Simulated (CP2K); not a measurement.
Benzimidazole has these distinct N atoms: N5 (bonded to 2 C and H) and N7 (bonded to 2 C).

```xyz
15

C    -2.0425   -0.5101    0.0049
C    -1.8263    0.8845    0.0403
C    -0.5397    1.4230    0.0452
C     0.5205    0.5131    0.0115
N     1.8975    0.6698    0.0067
C     2.4454   -0.5985   -0.0402
N     1.5460   -1.5595   -0.0668
C     0.3223   -0.8926   -0.0312
C    -0.9806   -1.4113   -0.0308
H    -3.0655   -0.8854    0.0041
H    -2.6841    1.5558    0.0648
H    -0.3784    2.5004    0.0731
H     2.4081    1.5450    0.0257
H     3.5221   -0.7463   -0.0499
H    -1.1446   -2.4879   -0.0575
```

Their partial N K spectra (CP2K XAS_TDP, all-electron GAPW, PBEh(45%), aug-cc-pVDZ, TDA, GW2X-corrected core level, no relativity) are given in random order, each times the number of alike atoms.

Gaussian full width 0.5 eV, oscillator strength per eV, alike atoms added, rows of zeros left out:

```csv
E (eV),curve 1,curve 2
399.75,0.002,0.000
400.00,0.023,0.000
400.25,0.076,0.000
400.50,0.064,0.000
400.75,0.013,0.000
401.00,0.001,0.000
402.50,0.000,0.001
402.75,0.003,0.012
403.00,0.011,0.044
403.25,0.008,0.042
403.50,0.002,0.013
403.75,0.001,0.018
404.00,0.004,0.029
404.25,0.005,0.012
404.50,0.002,0.002
404.75,0.002,0.005
405.00,0.004,0.005
405.25,0.004,0.001
405.50,0.002,0.001
405.75,0.003,0.003
406.00,0.014,0.007
406.25,0.028,0.008
406.50,0.018,0.011
406.75,0.011,0.011
407.00,0.014,0.010
407.25,0.014,0.015
407.50,0.029,0.035
407.75,0.034,0.043
408.00,0.020,0.021
```

Q: Which curve belongs to which atom?

Curve 1: N7 (bonded to 2 C), leading line at 400.34 eV (f = 0.045 an atom), ionisation energy 405.06 eV, term value 4.72 eV. Curve 2: N5 (bonded to 2 C and H), leading line at 403.11 eV (f = 0.027 an atom), ionisation energy 406.96 eV, term value 3.85 eV. The leading line of an atom is its first one with 35 % of the strongest within 2.5 eV of its lowest line over the strength cut. A line lies at the core ionisation energy, which rises as an atom loses charge to its neighbours or to a π system, less the term value, which is large for a low π* or σ* orbital with weight on that atom.

[Banner, clock and machine lines of the logs are left out without a mark of their own.]

[Logs are printed without paths, hosts, clocks, repeated set-up lines and the standing remarks that a program may print on its own settings, such as how far it seeks lower states.]

[Hosts, paths, dates, database ids (printed as entryN), source tags and the programs' standing remarks are cut or masked in the printed files.]
